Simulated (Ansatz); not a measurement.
# Cs (Im-3m, 1 atom in the cell): relaxing the cell for a phonon run

Aim: bring Cs (Im-3m, 1 atom in the cell) to small forces and stress, as phonons need.

Program: Ansatz 0.2.0. Level of theory: DFT PBE, scalar-relativistic, plane waves, PAW. Results are calculated unless marked as measured.

Report form: the programs' logs are mostly left out.

## (1) The structure

Symmetry: Im-3m, No. 229, cubic system. Conventional cell: a = 6.067 Å, b = 6.067 Å, c = 6.067 Å, α = 90.00°, β = 90.00°, γ = 90.00°.

Coordinates:

```cif
data_structure
_symmetry_space_group_name_H-M 'P 1'
_symmetry_Int_Tables_number 1
_cell_length_a 5.2542
_cell_length_b 5.2542
_cell_length_c 5.2542
_cell_angle_alpha 109.471
_cell_angle_beta 109.471
_cell_angle_gamma 109.471
_cell_volume 111.66
loop_
_atom_site_label
_atom_site_type_symbol
_atom_site_fract_x
_atom_site_fract_y
_atom_site_fract_z
_atom_site_occupancy
Cs1 Cs 0.00000 0.00000 0.00000 1
```

## (2) A coarse first look

First a cheap look: the gap decides the mesh and the occupations, the pressure tells how far the cell has to move.

input.yaml reads:

```yaml
crystal:
  lattice:
    - [-3.0335, 3.0335, 3.0335]
    - [3.0335, -3.0335, 3.0335]
    - [3.0335, 3.0335, -3.0335]
  atoms:
    - { symbol: Cs, position: [0.0, 0.0, 0.0] }
kpoints:
  mp_grid: { grid: [4, 4, 4] }
hamiltonian:
  xc: pbe
scf:
  occupations: { method: gaussian, width: 0.1 }
output:
  forces: true
  stress: true
  eigenvalues: true
```

The run is started by

```bash
ansatz run input.yaml --threads 4 --pin off --max-ram 7168MiB --backend cpu --events-out ev --progress --plain --runs-dir out
```

The job ended after 1.8 s (4 threads of Arm Neoverse V1, shared host; peak memory 0.3 GiB; 2.6 s of CPU time).

This step gave:

```
pressure          : 0.1165 GPa
volume per atom   : 111.7 Å³
gap on the k-mesh : 0 eV
```

The coarse mesh shows no gap and a pressure of 0.1 GPa.

## (3) Relaxation

The cell and atoms are relaxed, since residual forces and stress would shift the frequencies.

input.yaml, the sections that differ from step 2:

```yaml
kpoints:
  mp_grid: { grid: [10, 10, 10] }
output:
  forces: true
  stress: true
  eigenvalues: true
  write_density: true
  write_potential: true
  elf: true
  volumetric_format: npy
relax:
  adjacent_minimum: "off"
  f_tol: 0.005
  max_steps: 80
  cell: { stress_tol: 0.05 }
# crystal, hamiltonian, scf: as in step 2
```

It took 4.2 s on 4 threads; peak memory 0.41 GiB.

Step by step:

```csv
step,energy less that of the first step (eV),largest force component (eV/Å),pressure (GPa),volume (Å³)
1,0.0000,0.0000,0.10,111.66
2,-0.0002,0.0000,0.09,112.04
3,-0.0016,0.0000,0.00,116.81
4*,-0.0016,0.0000,0.00,116.81
```

Relaxation steps marked * repeat the geometry before them on a plane-wave basis chosen anew for their cell, so energy and pressure can jump there.

```csv
"conventional cell, symmetrised",before,after,change
a (Å),6.067,6.159,+1.5 %
b (Å),6.067,6.159,+1.5 %
c (Å),6.067,6.159,+1.5 %
volume (Å³/atom),111.66,116.81,+4.6 %
```

Final coordinates:

```
Cs
1.0
    -3.07943    3.07943    3.07943
     3.07943   -3.07943    3.07943
     3.07943    3.07943   -3.07943
Cs
1
Direct
  0.00000 0.00000 0.00000
```

This step gave:

* pressure: 0.004256 GPa
* volume per atom: 116.8 Å³

Electrostatic potential energy in the ac plane of the conventional cell at fractional y = 0.000, with atoms of Cs within 0.2 Å of it. With pseudopotentials it is smooth inside the atoms' cores, unlike the true potential.

Ten even steps from '0' (-25 eV) to '9' (4 eV), each cell a mean:
```
10058999999987200
00278999999998500
23689999999998752
77899999999999887
89999999999999998
99999999999999999
99999999999999999
99999999999999999
99999999999999999
99999999999999999
99999999999999999
99999999999999999
88899999999999988
56789999999999875
01578999999998620
00168999999997300
10058999999987201
```
Columns run along a (6.2 Å; values clipped at the 3rd and 97th percentile), rows up along c (6.2 Å), edges of the conventional cell, whose origin can differ from the input's. Atoms in or near the plane, at fractional coordinates: Cs at (0.00, 0.00).

ELF in the ac plane of the conventional cell at fractional y = 0.000, with atoms of Cs within 0.2 Å of it. It is the smooth field of the valence electrons, not physical close to the nuclei.

Ten even steps from '_' (0.05) to '@' (0.87), each cell a mean:
```
..**@@@@==____..--::____..##@@%%--
##@@@@##::____..--::____..++@@@@%%
@@@@%%==..____::==--..____::##@@@@
##**==..____..--====::______::++##
::..______..::======--..______....
________..::--======----..________
____....------------------::..____
::::----====----------======--::::
------======----------========----
....::----====--------====--::....
______..::----==--------::..______
__________..--======--::..________
==--..______::--====--..____..::==
@@%%**::____..--==--..____..==##@@
@@@@@@**..____::----..____==%%@@@@
==%%@@%%--____..--::____..**@@@@**
__==@@@@==____..--::____::##@@##..
```
Columns run along a (6.2 Å), rows up along c (6.2 Å), edges of the conventional cell, whose origin can differ from the input's. Atoms in or near the plane, at fractional coordinates: Cs at (0.00, 0.00).

Valence density in the ac plane of the conventional cell at fractional y = 0.000, with atoms of Cs within 0.2 Å of it. It is the smooth field of the valence electrons, not physical close to the nuclei.

Ten even steps from '0' (0.0 e/Å³) to '9' (1.1 e/Å³), each cell a mean:
```
38830000000001695
99620000000001489
65200000000000146
21000000000000011
00000000000000000
00000000000000000
00000000000000000
00000000000000000
00000000000000000
00000000000000000
00000000000000000
00000000000000000
00000000000000000
32100000000000023
97410000000000268
79720000000001598
17930000000002693
```
Columns run along a (6.2 Å), rows up along c (6.2 Å), edges of the conventional cell, whose origin can differ from the input's. Atoms in or near the plane, at fractional coordinates: Cs at (0.00, 0.00).

In this step the volume went from 111.66 to 116.81 Å³/atom.

## (4) Tight relaxation

Phonons need a cell at rest on their own settings, so the relaxation is repeated with tight tolerances on forces and stress, using the mesh and the filling of the phonon run that follows.

input.yaml reads:

```yaml
crystal:
  lattice:
    - [-3.0794321637, 3.0794321637, 3.0794321637]
    - [3.0794321637, -3.0794321637, 3.0794321637]
    - [3.0794321637, 3.0794321637, -3.0794321637]
  atoms:
    - { symbol: Cs, position: [0.0, 0.0, 0.0] }
kpoints:
  mp_grid: { grid: [12, 12, 12] }
hamiltonian:
  xc: pbe
scf:
  occupations: { method: methfessel_paxton, width: 0.15 }
output:
  forces: true
  stress: true
  eigenvalues: true
relax:
  adjacent_minimum: "off"
  f_tol: 0.001
  max_steps: 60
  cell: { stress_tol: 0.01 }
```

The job ended after 3.7 s (4 threads; peak memory 0.42 GiB).

Little changed from the start: no atom moved by 0.005 Å and no cell edge by 0.1 %.

This step gave:

| Item | Value |
| --- | --- |
| pressure | 0.004576 GPa |

The forces vanish by symmetry and the pressure is 0.005 GPa, within the tolerances set. The cell now holds 116.81 Å³/atom.

## (5) Results

```
space group after relaxation (within 0.01 Å) : Im-3m
lattice constant a                           : 6.159 Å
lattice constant b                           : 6.159 Å
lattice constant c                           : 6.159 Å
volume per atom                              : 117 Å³
```

In words: The forces vanish by symmetry and the pressure is 0.005 GPa, within the tolerances set. The cell now holds 116.81 Å³/atom. The relaxation keeps the symmetry of its start, so it says nothing on stability against lower symmetry. Spin-orbit coupling is left out, which can matter for the heavy elements here.

[Logs are printed without paths, hosts, clocks, repeated set-up lines and the standing remarks that a program may print on its own settings, such as how far it seeks lower states.]

[Hosts, paths, dates, database ids (printed as entryN), source tags and the programs' standing remarks are cut or masked in the printed files.]
